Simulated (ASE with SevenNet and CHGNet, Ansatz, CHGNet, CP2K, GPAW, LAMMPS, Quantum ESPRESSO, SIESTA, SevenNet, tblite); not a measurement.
**Amorphous polyacrylonitrile (as short chains C14N4H18) at 400 K (108 atoms) in machine-learned potentials**

Aim: run amorphous polyacrylonitrile (as short chains C14N4H18) at 400 K (108 atoms) in machine-learned potentials and see how near its forces come to a plane-wave reference, and at what cost.

Calculated with ASE with SevenNet and CHGNet; the method is named at each step.

**1. Set-up**

The cell holds 108 atoms: 42 C, 12 N and 54 H. Cell: a = 10.456 Å, b = 10.456 Å, c = 10.456 Å, α = 90.0°, β = 90.0°, γ = 90.0°. 3 polyacrylonitrile chains of 4 units with methyl end groups placed at random, at 1.06 g/cm³; overlaps pushed apart, then 20 ps at 800 K with MMFF94 bonds, angles, torsions, charges and radii (Halgren, J. Comput. Chem. 17, 490 (1996)) in harmonic and 12-6 forms. Snapshot after 30 ps at 400 K and fixed volume.

The yardstick, on the same geometry:

| Property | Result |
| --- | --- |
| method | Kohn-Sham DFT, PBE, SSSP efficiency 1.3.0 pseudopotentials, plane waves (Quantum ESPRESSO 7.5); sssp-pbe-1.3.0-efficiency, cutoffs 60/480 Ry, Γ point |
| r.m.s. force component | 0.9543 eV/Å |
| longest force | 4.298 eV/Å |
| pressure | 2.823 GPa |
| gap (highest filled to lowest empty level) | 5.927 eV |
| time | 1.9 min on 2 MPI ranks of Arm Neoverse V2, shared host |
| CPU time | 3.9 min |

**2. SevenNet 0 potential**

Method: machine-learned interatomic potential SevenNet 0, trained on PBE(+U) plane-wave data.

run.py

```python
import numpy as np
from ase.io import read
import mlip  # loads the published weights by name

atoms = read("structure.xyz")
atoms.calc = mlip.calc("7net-0")
energy = atoms.get_potential_energy()
forces = atoms.get_forces()
print(f"energy {energy:.6f} eV")
print("forces (eV/A)")
for i, (a, f) in enumerate(zip(atoms, forces)):
    print(f"{i:4d} {a.symbol:2s} {f[0]:10.5f} {f[1]:10.5f} {f[2]:10.5f}")
stress = -atoms.get_stress(voigt=False) * 160.21766
print("stress (GPa, compression positive)")
for row in stress:
    print(" ".join(f"{x:10.4f}" for x in row))
```

structure.xyz

```xyz
108
Lattice="10.45608 0.00000 0.00000 0.00000 10.45608 0.00000 0.00000 0.00000 10.45608" Properties=species:S:1:pos:R:3 pbc="T T T"
C 1.17369 5.39105 8.75007
C 2.27733 5.79988 9.66612
C 3.42928 4.81387 9.74130
C 2.95667 3.56145 10.21590
N 2.60335 2.55484 0.24425
C 4.18609 4.50814 8.45667
C 4.96800 5.64189 7.71010
C 5.61136 6.59841 8.63766
N 5.98600 7.37771 9.42982
C 6.03326 5.10508 6.84622
C 5.44636 4.24266 5.72826
C 6.47890 3.84846 4.80823
N 7.21386 3.55141 3.98262
C 4.31052 4.90233 4.82172
C 4.83866 6.10060 3.98816
C 3.83498 7.16858 4.18986
N 3.09730 8.04616 4.36876
C 5.02906 5.72585 2.50089
H 0.74928 4.40306 9.01764
H 0.28618 6.07258 8.67541
H 1.62948 5.34808 7.75392
H 2.65281 6.82907 9.39102
H 1.92977 5.87433 0.23798
H 4.22530 5.24278 10.33155
H 3.49735 4.25604 7.70143
H 4.76724 3.58644 8.62135
H 4.27591 6.18833 7.08995
H 6.65488 5.91992 6.49113
H 6.62999 4.41937 7.46439
H 4.93412 3.45354 6.25315
H 3.43189 5.11825 5.47208
H 3.93577 4.23053 4.06051
H 5.75095 6.38772 4.43787
H 4.14395 5.34055 2.08829
H 5.69679 4.89982 2.45310
H 5.40161 6.62257 1.89924
C 10.30405 3.28666 5.15788
C 0.58993 2.25349 4.33927
C 0.88626 2.75497 2.88828
C 1.37445 4.09795 3.04105
N 1.68667 5.21947 3.05161
C 10.20785 2.48802 1.84529
C 9.76159 0.97660 1.58713
C 0.41092 0.16050 1.07290
N 1.16909 9.89020 0.57226
C 8.62648 0.88197 0.56515
C 7.28046 1.42903 1.11807
C 6.91513 2.70771 0.62747
N 6.41334 3.59710 0.07853
C 6.37110 0.27207 1.16554
C 4.90516 0.51130 1.68604
C 4.83353 0.99594 3.06342
N 4.84388 1.54604 4.09669
C 4.23178 9.62744 1.60083
H 9.72551 3.95459 4.50197
H 0.43131 3.86666 5.85175
[... 48 atom lines left out ...]
H 0.83450 7.32532 5.18046
H 9.71035 6.60835 2.95928
H 8.79043 7.83903 3.53876
H 10.29453 8.14623 2.81122
```

The run is started by

```sh
> OMP_NUM_THREADS=1 python run.py > output.txt
```

Output:

```text
energy -666.539551 eV
forces (eV/A)
   0 C    -1.00987   -0.25240   -0.61259
   1 C     0.19595    1.49756    0.56972
   2 C     0.85493    0.92871   -1.46657
   3 C    -0.37895   -1.44704    1.41999
   4 N     0.15390    0.55343   -0.32289
   5 C     0.70413    0.47800   -0.63898
   6 C     0.38310    0.17931    2.25874
   7 C    -0.50600    0.43279    0.62565
   8 N    -0.37192   -0.63639   -0.57039
   9 C     0.46830   -0.95482   -0.43084
  10 C    -0.79750    1.73480   -1.11377
  11 C    -1.71801    0.05860    1.72150
  12 N     1.94112   -0.67987   -1.80255
  13 C     0.42946   -0.04130    0.56601
  14 C    -2.18702   -0.52780   -0.15429
  15 C     1.20098   -0.49060   -0.40918
  16 N    -0.54021    0.46373    0.18811
  17 C     0.87294    2.09688    0.51877
  18 H     0.24063    0.15184   -0.26088
  19 H     0.73374   -0.15298    0.22317
  20 H    -0.46254   -0.25594   -0.39971
  21 H    -0.07044   -0.77334    0.16780
  22 H    -0.27624    0.21666    0.43369
  23 H     0.24942   -0.09406    0.99840
[...]
100 H     0.14617   -1.27869   -0.44493
 101 H     0.52680   -1.11951   -0.20234
 102 H     0.94027    0.72836   -0.78842
 103 H    -0.09729   -0.18842   -0.09909
 104 H     1.86705   -0.37946   -0.62901
 105 H     0.46546   -0.08691    0.96930
 106 H    -2.12556    0.99335    0.08538
 107 H     1.47827    1.74446   -0.89893
stress (GPa, compression positive)
    3.0435     0.0713    -0.0782
    0.0713     1.8710     0.2359
   -0.0782     0.2359     1.3380
```

Run time: 7.8 s. Hardware: 1 thread of Arm Neoverse V2, shared host; peak memory 1.1 GiB.

Banners, paths, timers and routine set-up lines are dropped from the logs unmarked, and long logs keep their key lines alone; longer cuts are marked.

Against the reference:

```yaml
r_m_s_force_component: 0.9245 eV/Å
r_m_s_difference_of_force_components: 190.8 meV/Å
longest_difference_of_force_vectors: 823.3 meV/Å
force_difference_over_r_m_s_force: 20 %
slope_of_forces_against_the_reference_s: 0.9493
correlation_of_force_components: 0.9799
pressure: 2.084 GPa
pressure_difference: -0.7388 GPa
```

Length of the force difference by element (eV/Å):

```tsv
element	atoms	mean	most
C	42	0.40	0.82
H	54	0.13	0.28
N	12	0.45	0.63
```

The surroundings of H30, picked at random, nearest first, numbered as they follow in the input and with coordinates relative to it.

```tsv
atom	x	y	z	distance (Å)	bonds	Fx	Fy	Fz (eV/Å)
H30	0.00	0.00	0.00	0.00	1	-0.05	-1.07	-0.12
C11	0.51	0.79	-0.52	1.08	4	-0.80	1.73	-1.11
C10	1.10	1.65	0.59	2.07	4	0.47	-0.95	-0.43
C14	-0.62	1.45	-1.43	2.13	4	0.43	-0.04	0.57
C12	1.54	0.39	-1.44	2.15	2	-1.72	0.06	1.72
H93	1.53	-1.28	0.85	2.17	1	0.40	0.06	-0.41
H25	-1.44	0.80	1.45	2.19	1	-1.42	-0.89	-0.84
H29	1.70	0.97	1.21	2.30	1	0.48	0.29	-0.02
H31	-1.50	1.66	-0.78	2.37	1	0.44	0.16	-0.34
H26	-0.17	0.13	2.37	2.38	1	0.31	0.43	0.00
```

Atoms are counted from 1 here, from 0 in the log.

Forces lie 20 % from the reference's, at 0.032 times its CPU time (on 1 against 2 cores).

**3. CHGNet 0.3.0 potential**

Method: machine-learned interatomic potential CHGNet 0.3.0, trained on PBE(+U) plane-wave data.

Edit run.py of step 2 so:

```diff
@@ -5,3 +5,3 @@
 atoms = read("structure.xyz")
-atoms.calc = mlip.calc("7net-0")
+atoms.calc = mlip.calc("chgnet-0.3.0")
 energy = atoms.get_potential_energy()
```

structure.xyz is that of step 2.

Output:

```text
CHGNet v0.3.0 initialized with 412,525 parameters
CHGNet will run on cpu
energy -670.376160 eV
forces (eV/A)
   0 C    -1.05157   -0.26074   -0.65149
   1 C     0.50519    1.59509    0.25407
   2 C     0.41805    0.60262   -0.97473
   3 C    -0.27566   -1.26815    1.17880
   4 N     0.15117    0.34255   -0.19004
   5 C     0.85911    0.35833   -0.52728
   6 C    -0.17716   -0.02237    1.79540
   7 C    -0.32118    0.51551    0.51138
   8 N    -0.25332   -0.22359   -0.13117
   9 C     0.36379   -0.86222   -0.48238
  10 C    -0.91798    1.33702   -0.85819
  11 C    -1.53805    0.11428    1.87329
  12 N     2.26753   -0.83315   -2.21452
  13 C     0.41291    0.10110    1.01866
  14 C    -1.74910   -0.72175   -0.37446
  15 C     1.03518   -0.27609   -0.27045
  16 N    -0.73805    0.65456    0.18897
  17 C     0.99901    2.15265    0.56338
  18 H     0.20249    0.17010   -0.17485
  19 H     0.72918   -0.19137    0.26244
  20 H    -0.35752   -0.18997   -0.23901
  21 H    -0.22702   -0.77936    0.20034
  22 H    -0.28424    0.17553    0.47552
  23 H     0.17960   -0.00161    0.84412
[...]
100 H     0.17812   -1.30511   -0.46817
 101 H     0.40682   -1.40363    0.00169
 102 H     0.88119    0.66235   -0.82649
 103 H    -0.08709   -0.17142   -0.08168
 104 H     1.46743   -0.46342   -0.44724
 105 H     0.49528   -0.08887    1.00159
 106 H    -2.15737    0.98242    0.18026
 107 H     1.52809    1.79304   -1.03090
stress (GPa, compression positive)
    3.4614    -0.0986    -0.3860
   -0.0986     2.9371     0.4914
   -0.3860     0.4914     1.7843
```

Wall time 4.2 s (1 thread); peak memory 2.1 GiB.

Numbers from this run, and their distance from the reference:

- r.m.s. force component: 0.9052 eV/Å
- r.m.s. difference of force components: 268.7 meV/Å
- longest difference of force vectors: 1064 meV/Å
- force difference over r.m.s. force: 28.16 %
- slope of forces against the reference's: 0.9102
- correlation of force components: 0.9596
- pressure: 2.728 GPa
- pressure difference: -0.0954 GPa

Against the first run (20 %), the force difference from the reference is 28 %, at 0.57 times the CPU time.

**4. CHGNet r2SCAN potential**

Method: machine-learned interatomic potential CHGNet r2SCAN, trained on r2SCAN plane-wave data.

Edit run.py of step 3 so:

```diff
@@ -5,3 +5,3 @@
 atoms = read("structure.xyz")
-atoms.calc = mlip.calc("chgnet-0.3.0")
+atoms.calc = mlip.calc("chgnet-r2scan")
 energy = atoms.get_potential_energy()
```

structure.xyz is that of step 3.

Output:

```text
CHGNet vr2scan initialized with 412,525 parameters
CHGNet will run on cpu
energy -712.682983 eV
forces (eV/A)
   0 C    -1.01195   -0.32763   -0.82095
   1 C     0.54520    1.63008    0.38304
   2 C     0.37882    0.17495   -0.82130
   3 C    -0.31544   -1.28131    1.09745
   4 N     0.29638    0.85544   -0.37417
   5 C     0.88883    0.11478   -0.55880
   6 C    -0.10770    0.00127    1.81357
   7 C    -0.08140    0.83668    0.87183
   8 N    -0.57360   -0.67319   -0.57865
   9 C     0.31897   -0.87441   -0.41228
  10 C    -0.72568    1.30335   -1.11746
  11 C    -1.18721    0.00674    1.58335
  12 N     1.62874   -0.56189   -1.59922
  13 C     0.43159    0.15935    0.92721
  14 C    -1.73764   -0.80762   -0.12063
  15 C     0.53943    0.14750   -0.26831
  16 N    -0.25803    0.18562    0.11998
  17 C     0.94665    2.06031    0.54315
  18 H     0.26714    0.33858   -0.16225
  19 H     0.82180   -0.27109    0.26550
  20 H    -0.43398   -0.15526    0.00490
  21 H    -0.30047   -0.87777    0.25003
  22 H    -0.20938    0.15848    0.15608
  23 H     0.08463    0.02542    0.81123
[...]
100 H     0.15770   -1.05763   -0.35200
 101 H     0.39271   -1.41736   -0.06916
 102 H     0.66291    0.53126   -0.71619
 103 H     0.15468   -0.17720   -0.06924
 104 H     1.44655   -0.42734   -0.46423
 105 H     0.47483    0.04767    1.02041
 106 H    -1.92357    0.84438    0.16426
 107 H     1.37694    1.54241   -0.81759
stress (GPa, compression positive)
    1.4765    -0.2078    -0.1171
   -0.2078     0.7398     0.3555
   -0.1171     0.3555    -0.2641
```

Run time: 4.2 s. Hardware: 1 thread; peak memory 2.1 GiB.

Against the reference:

```
r.m.s. force component                  : 0.8418 eV/Å
r.m.s. difference of force components   : 257.8 meV/Å
longest difference of force vectors     : 1257 meV/Å
force difference over r.m.s. force      : 27.02 %
slope of forces against the reference's : 0.8526
correlation of force components         : 0.9665
pressure                                : 0.6507 GPa
pressure difference                     : -2.172 GPa
```

Against the first run (20 %), the force difference from the reference is 27 %, at 0.57 times the CPU time; this potential was trained at another functional than the reference's, which explains only part of so large a difference.

**5. The ladder**

Differences are against the plane-wave reference, forces as r.m.s. over components; share is that over the reference's r.m.s. force, slope the least-squares factor from reference forces to these. Total energies of different programs have different zeros and aren't compared.

```tsv
run	Δ force, r.m.s. (meV/Å)	share (%)	slope	Δ pressure (GPa)	cores	CPU time	memory (GiB)
reference	-	-	-	-	2	3.9 min	2.4
SevenNet 0 potential	191	20.0	0.949	-0.739	1	7.3 s	1.1
CHGNet 0.3.0 potential	269	28.2	0.910	-0.0954	1	4.2 s	2.1
CHGNet r2SCAN potential	258	27.0	0.853	-2.17	1	4.2 s	2.1
```

Times of the machine-learned potentials are mostly Python's start and the loading of weights.

CPU time is summed over cores on a shared host, where runs went side by side, so it is rough. Symmetry, cutoffs, thresholds, outputs and thread counts weren't matched or tuned between programs; memory under MPI is the largest rank's times the ranks.

**6. What came out**

```yaml
nearest_in_forces: SevenNet 0 potential, 20 %
its_cpu_time: 7.3 s
```

What this shows: Machine-learned potentials differ by 20 % (SevenNet 0 potential) to 28 % (CHGNet 0.3.0 potential); they were trained on other programs' data, some at another functional. The reference's pressure holds the uncorrected Pulay stress of its 60 Ry basis, so small pressure differences, and their order, may be the reference's own error. Machine-learned potentials mimic data converged in k, so the reference's own k-point error enters their differences. The network of contacts between molecules at the start is that of the classical potential that made the cell, and needn't be the one that DFT or experiment would give. The reference's PBE has no dispersion term, which matters for the binding between molecules or layers. The density was typed from a rule of thumb and may lie off the real one at this temperature. The electronic-structure runs sample only Γ, in a cell whose shortest periodic width is 10 Å.

[Also dropped from logs without a mark: logging warnings of Python, and SIESTA's first energy breakdown and zero terms.]

[Logs are printed without paths, hosts, clocks, repeated set-up lines and the standing remarks that a program may print on its own settings, such as how far it seeks lower states.]

[Hosts, paths, dates, database ids (printed as entryN), source tags and the programs' standing remarks are cut or masked in the printed files.]

[The MMFF94 radii named for the starting cell were scaled by 0.96; in molecules described by MMFF94, hydrogen bound to N, O or S took a small fixed 12-6 site in their place.]
